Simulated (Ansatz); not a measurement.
# Relaxing (6,6) carbon nanotube bundle (120 atoms)

How does (6,6) carbon nanotube bundle (120 atoms) relax, and what do bonds, charges and levels look like afterwards?

Main program and level: Ansatz 0.2.0; Kohn-Sham DFT, PBE+D3(BJ), PAW (set soft_2), plane waves.

### Step 1. The structure

The cell holds 120 atoms: 120 C. Its edges and angles: a = 11.438 Å, b = 11.438 Å, c = 12.136 Å, α = 90.0°, β = 90.0°, γ = 120.0°. It derives from C (graphene). Graphene sheet (a = 2.46 Å) rolled into a (6,6) tube of diameter 8.14 Å, 5 periods, hexagonal bundle with 3.3 Å between walls; minimised with a classical potential (one cell length free).

### Step 2. Cell and atoms relaxed

The cell is relaxed with the atoms, since the starting lattice needn't suit this functional.

input.yaml reads:

```yaml
crystal:
  lattice:
    - [11.43761, 0.0, 0.0]
    - [-5.71881, 9.90526, 0.0]
    - [0.0, 0.0, 12.13617]
  atoms:
    - { symbol: C, position: [0.3833, 0.07084, 0.10675] }
    - { symbol: C, position: [0.40183, 0.13956, 0.00675] }
    - { symbol: C, position: [0.40183, 0.26228, 0.20675] }
    - { symbol: C, position: [0.3833, 0.31245, 0.10675] }
    [... 110 atom lines left out ...]
    - { symbol: C, position: [0.86044, 0.59817, 0.80675] }
    - { symbol: C, position: [0.92916, 0.6167, 0.90675] }
    - { symbol: C, position: [0.07084, 0.68755, 0.90675] }
    - { symbol: C, position: [0.13956, 0.73772, 0.80675] }
    - { symbol: C, position: [0.26228, 0.86044, 0.80675] }
    - { symbol: C, position: [0.31245, 0.92916, 0.90675] }
kpoints:
  mp_grid: { grid: [2, 2, 1] }
hamiltonian:
  xc: pbe
  dispersion: d3bj
scf:
  occupations: { method: fermi_dirac, width: 0.025 }
output:
  forces: true
relax:
  f_tol: 0.05
  max_steps: 41
  cell: {}
```

Command:

```
$ ansatz run input.yaml --threads 4 --pin off --max-ram 8192MiB --backend cpu --events-out ev --progress --plain --runs-dir out
```

Run time: 2.5 min. Hardware: 4 threads of Arm Neoverse V2, shared host; peak memory 4.9 GiB; 9.8 min of CPU time.

The program notes that positions were snapped to a detected symmetry.

Relaxation path:

```
step  energy less that of the first step (eV)  largest force component (eV/Å)  pressure (GPa)  volume (Å³)
   1                                   0.0000                          0.3506           10.99      1374.94
   2                                  -2.0393                          0.1200            3.15      1373.02
   3                                  -1.8834                          0.0461           -0.91      1461.13
   4                                  -2.1495                          0.0058            0.04      1416.37
   5                                  -2.1649                          0.0066           -0.01      1411.42
   6                                  -2.1677                          0.0002            0.00      1410.40
   7                                  -2.2700                          0.0011            0.11      1410.40
   8                                  -2.2614                          0.0008            0.01      1414.25
   9                                  -2.2704                          0.0008            0.01      1414.25
```

```csv
cell as run,before,after,change
a (Å),11.438,11.502,+0.6 %
b (Å),11.438,11.501,+0.6 %
c (Å),12.136,12.345,+1.7 %
volume (Å³/atom),11.46,11.79,+2.9 %
```

The atoms that moved most (Å, as changes of fractional coordinates times the final cell):

```
atom      dx      dy     dz  length
 C14  -0.035  -0.014  0.000   0.038
 C38  -0.035  -0.014  0.000   0.038
 C62  -0.035  -0.014  0.000   0.038
 C86  -0.035  -0.014  0.000   0.038
C110  -0.035  -0.014  0.000   0.038
 C50   0.035   0.014  0.000   0.038
 C26   0.035   0.014  0.000   0.038
  C2   0.035   0.014  0.000   0.038
```

The relaxation changed the energy by -18.9 meV/atom, and atoms moved by 0.038 Å r.m.s., 0.038 Å at most.

### Step 3. Distances and neighbours after relaxation

Density 1.69 g/cm³, 11.79 Å³ an atom.

Pair distribution function in bins of 0.2 Å:

```
r (Å)  total
 1.40   6.95
 1.60   0.00
 1.80   0.00
 2.00   0.00
 2.20   0.00
 2.40   4.59
 2.60   0.00
 2.80   1.76
 3.00   0.00
 3.20   0.00
 3.40   0.20
 3.60   0.69
 3.80   2.29
 4.00   0.00
 4.20   1.84
 4.40   0.72
 4.60   0.44
 4.80   1.72
 5.00   0.75
 5.20   1.29
 5.40   0.64
 5.60   0.89
 5.80   0.69
 6.00   1.58
 6.20   0.79
 6.40   0.68
 6.60   1.08
 6.80   1.91
```

Bonds by pair of elements; cutoffs follow the first minimum of g(r), held within bounds set by covalent radii, and pairs that aren't listed don't count as bonded:

```csv
pair A-B,cutoff (Å),bonds,mean length (Å),spread (Å),shortest (Å),B about A,A about B
C-C,1.82,180,1.43,0.003,1.42,3,3
```

How many atoms have how many bonded neighbours:

```csv
element,mean,3
C,3,120
```

Bond angles (no mean is given where the spread exceeds 20°):

```
angle  count  mean (°)  spread (°)
C-C-C    360       119         0.3
```

Rings of the network by King's shortest-path rule, up to 12 atoms, one path for each pair of neighbours; H, halogens, alkali and alkaline-earth atoms are left out, and the last column divides by all other atoms, bonded or not:

```csv
ring size (atoms),rings,per network atom
6,60,0.5
```

With the cutoffs above, all C atoms have 3 bonded neighbours. The C-C-C angle averages 119° with a spread of 0.3°. All rings counted have 6 atoms.

### Step 4. Single point at the relaxed geometry

One more single point at the end of the walk gives the fuller output and checks the residual forces.

input.yaml reads:

```yaml
crystal:
  lattice:
    - [11.5015, 0.0, 0.0]
    - [-5.75075, 9.96059, 0.0]
    - [0.0, 0.0, 12.34483]
  atoms:
    - { symbol: C, position: [0.38677, 0.07135, 0.10675] }
    - { symbol: C, position: [0.40561, 0.14099, 0.00675] }
    - { symbol: C, position: [0.40561, 0.26462, 0.20675] }
    - { symbol: C, position: [0.38677, 0.31542, 0.10675] }
    [... 110 atom lines left out ...]
    - { symbol: C, position: [0.85901, 0.59439, 0.80675] }
    - { symbol: C, position: [0.92865, 0.61323, 0.90675] }
    - { symbol: C, position: [0.07135, 0.68458, 0.90675] }
    - { symbol: C, position: [0.14099, 0.73538, 0.80675] }
    - { symbol: C, position: [0.26462, 0.85901, 0.80675] }
    - { symbol: C, position: [0.31542, 0.92865, 0.90675] }
kpoints:
  mp_grid: { grid: [2, 2, 1] }
hamiltonian:
  xc: pbe
  dispersion: d3bj
scf:
  occupations: { method: fermi_dirac, width: 0.025 }
output:
  forces: true
  stress: true
  populations: true
  dos:
    method: { smearing: { sigma: 0.15 } }
    de: 0.1
    projected: { site_lists: { C: [C] } }
  eigenvalues: true
  write_density: true
  write_potential: true
  volumetric_format: npy
  elf: true
```

Run time: 42 s. Hardware: 4 threads; peak memory 4.8 GiB.

The program notes that the exchange-correlation potential is rough where the density is thin.

Read from the output:

```
free energy                : -30112.9166 eV
free energy per atom       : -250.9410 eV/atom
SCF cycles                 : 7
pressure                   : 0.01227 GPa
r.m.s. force component     : 0.0008 eV/Å
longest force              : 0.00188 eV/Å
Fermi energy               : 4.27 eV
spilling of the projection : 0.00979
```

The mean of these charges, 0.039 e, is only the charge that the projection spills.

Löwdin charges by element (they lack the spilled electrons, 0.039 e an atom on average):

```csv
element,coordination,atoms,mean charge (e),spread,least,most
C,all,120,0.0392,7.0e-4,0.0384,0.0399
```

States in the cell by windows of 1 eV, zero at the Fermi level; the larger projections on atomic orbitals stand beside the total:

| from (eV) | to (eV) | total | C p | C s |
| --- | --- | --- | --- | --- |
| -14 | -13 | 17.9 | 8.7 | 9.0 |
| -13 | -12 | 22.8 | 15.9 | 6.7 |
| -12 | -11 | 23.0 | 15.2 | 7.6 |
| -11 | -10 | 9.9 | 7.8 | 2.0 |
| -10 | -9 | 29.5 | 22.8 | 6.4 |
| -9 | -8 | 27.2 | 23.1 | 3.8 |
| -8 | -7 | 40.2 | 36.4 | 3.1 |
| -7 | -6 | 54.6 | 52.6 | 1.6 |
| -6 | -5 | 35.7 | 33.5 | 1.9 |
| -5 | -4 | 41.5 | 40.9 | 0.4 |
| -4 | -3 | 32.0 | 31.7 | 0.3 |
| -3 | -2 | 19.3 | 19.2 | 0.1 |
| -2 | -1 | 20.6 | 20.4 | 0.1 |
| -1 | 0 | 1.8 | 1.8 | 0.0 |
| 0 | 1 | 3.6 | 3.5 | 0.0 |
| 1 | 2 | 25.6 | 24.6 | 0.2 |
| 2 | 3 | 19.3 | 17.7 | 0.5 |
| 3 | 4 | 17.7 | 13.3 | 0.5 |
| 4 | 5 | 25.6 | 16.0 | 0.5 |

Between -20 and -14 eV lie 104 more states.

The levels nearest the highest filled one (over half full), pooled over k-points and spins:

```
level less the highest filled one (eV)  occupation
                                -0.448           2
                                -0.448           2
                                -0.256           2
                                -0.256           2
                                     0           2
                                     0           2
                                  1.65           0
                                  1.65           0
                                  1.84           0
                                  1.84           0
                                  1.87           0
                                  1.87           0
```

Löwdin charges run from +0.04 to +0.04 e, about a mean that is the spilled charge alone.

### Step 5. What came out

```
energy change in the relaxation : -18.92 meV/atom
r.m.s. displacement             : 0.038 Å
largest displacement            : 0.038 Å
free energy per atom            : -250.9410 eV/atom
density                         : 1.692 g/cm³
pressure                        : 0.01227 GPa
r.m.s. force component          : 0.0008 eV/Å
wall time of the 2 DFT runs     : 3.2 min
```

What this shows: Relaxation lowers the energy by 18.9 meV/atom and moves atoms by 0.038 Å r.m.s. Displacements are taken in the final cell, so they leave out its strain. By the final cutoffs no bond was broken or made. The cell grew by 2.9 % in volume. First to last step the energy falls by 2.270 eV; the largest move, 0.038 Å, is that of C14, with 119 other atoms within 2 % of it. With the cutoffs above, all C atoms have 3 bonded neighbours. No gap is quoted: a carbon tube of such indices can be metallic, and the k-points needn't hold the crossing of its bands.

[Logs are printed without paths, hosts, clocks, repeated set-up lines and the standing remarks that a program may print on its own settings, such as how far it seeks lower states.]

[Hosts, paths, dates, database ids (printed as entryN), source tags and the programs' standing remarks are cut or masked in the printed files.]
